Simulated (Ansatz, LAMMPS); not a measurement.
# A frame of amorphous polythiophene with methane (capped chains of 7 units) from 260 K (258 atoms) under strain: runs compared

Aim: relax a frame of amorphous polythiophene with methane (capped chains of 7 units) from 260 K (258 atoms), then change its volume to read the bulk modulus from the stress.

Computed with Ansatz 0.2.0: Kohn-Sham DFT, LDA, PAW (set soft_2), plane waves.

## Step 1: The cell as built

The cell holds 258 atoms: 126 C, 28 S and 104 H. Cell: a = 14.841 Å, b = 14.841 Å, c = 14.841 Å, α = 90.0°, β = 90.0°, γ = 90.0°. 4 polythiophene chains of 7 units with methyl end groups, 6 methane placed at random, at 1.28 g/cm³; overlaps pushed apart, then 20 ps at 800 K with MMFF94 bonds, angles, torsions, charges and radii (Halgren, J. Comput. Chem. 17, 490 (1996)) in harmonic and 12-6 forms. Snapshot after 30 ps at 260 K and fixed volume.

Limits known from the start: The network of contacts between molecules at the start is that of the classical potential that made the cell, and needn't be the one that DFT or experiment would give. Sampling is at Γ alone.

## Step 2: The reference run

The reference is a single point at the end of the relaxation.

Every strained cell starts from the geometry of this run, and its atoms are relaxed with the cell held.

Its input, with most atom lines left out:

```yaml
crystal:
  lattice:
    - [15.10335, 0.73523, -0.73432]
    - [0.73523, 14.27947, -0.34942]
    - [-0.73432, -0.34942, 13.67773]
  atoms:
    - { symbol: C, position: [0.19885, 0.58851, 0.17408] }
    - { symbol: C, position: [0.20941, 0.48553, 0.15812] }
    - { symbol: C, position: [0.14498, 0.42442, 0.14056] }
    - { symbol: C, position: [0.17903, 0.32981, 0.13133] }
    - { symbol: C, position: [0.27062, 0.31764, 0.14113] }
    - { symbol: S, position: [0.31313, 0.42495, 0.16287] }
    - { symbol: C, position: [0.3268, 0.23228, 0.12849] }
    [... atom lines 8 to 258 left out ...]
kpoints:
  mp_grid: { grid: [1, 1, 1] }
hamiltonian:
  xc: lda
scf:
  occupations: { method: fixed }
output:
  forces: true
  stress: true
  populations: true
  dos:
    method: { smearing: { sigma: 0.15 } }
    de: 0.1
    projected: { site_lists: { C: [C], H: [H], S: [S] } }
  eigenvalues: true
  write_density: true
  write_potential: true
  volumetric_format: npy
  elf: true
```

| Item | Value |
| --- | --- |
| free energy per atom | -219.2536 eV/atom |
| r.m.s. force component | 0.02713 eV/Å |
| pressure | 0.0706 GPa |

Filled and empty levels are parted by 1.37 eV (at Γ alone); a local or semilocal functional tends to put such gaps too low. It is the spacing of short capped chains, not of the long polymer. In a disordered cell it changes from sample to sample, and tail or defect levels can set it.

## Step 3: The runs

Each row is one run, on 4 threads of Intel Xeon Platinum 8259CL at 2.50GHz (Skylake/Cascade Lake), shared host. The free energy is the program's total, comparable only between runs with the same functional, potentials and atoms.

```csv
run,atoms,outcome,"ionic steps, all passes",free energy (eV),time,host memory (GiB)
Single point at the start,258,converged,-,-56557.872,35 s,4.4
Cell and atoms relaxed,258,cut at the time limit,53,-56567.463,28 min,4.4
Single point at the relaxed geometry,258,converged,-,-56567.431,73 s,4.6
Volume -3 %,258,cut at the time limit,7,-56567.372,5.8 min,4.5
Volume +3 %,258,converged,5,-56567.380,4.1 min,4.7
```

In some runs the program notes that the SCF threshold is loose for the stress.

## Step 4: Pressure against volume

Atoms are relaxed at each volume, in the scaled cell.

```csv
volume change (%),volume (Å³/atom),energy change (meV/atom),pressure (GPa),largest move on relaxing (Å),bonds
-3,11.028,0.23,0.31,0.18,276
+0,11.369,0.00,0.07,-,276
+3,11.710,0.20,-0.26,0.13,276
```

## Step 5: Findings

The bulk modulus, from the slope of pressure against ln V over the three points nearest the relaxed volume, is 9.35 GPa. The curvature of the energy over the same three points gives 6.64 GPa instead, so stress and energy disagree and the modulus is uncertain by that much.

Caveats: Strains are finite and relaxations stop at the force tolerance of the input, which can leave moduli too stiff; they are those of a static cell at zero temperature. Volumes are changed with the cell's shape held, so in an anisotropic solid the modulus lies over the one under free hydrostatic load. The first relaxation stopped at its limit, so the strained cells go on relaxing towards a minimum that it hadn't reached. The program notes that the SCF threshold of the relaxations is loose for the stress. The reference functional has no dispersion term, which matters for the binding between molecules or layers, where LDA binds through overlap of densities alone.

The DFT runs together took 40 min of wall time.

[Logs are printed without paths, hosts, clocks, repeated set-up lines and the standing remarks that a program may print on its own settings, such as how far it seeks lower states.]

[Hosts, paths, dates, database ids (printed as entryN), source tags and the programs' standing remarks are cut or masked in the printed files.]

[The MMFF94 radii named for the starting cell were scaled by 0.96; in molecules described by MMFF94, hydrogen bound to N, O or S took a small fixed 12-6 site in their place.]
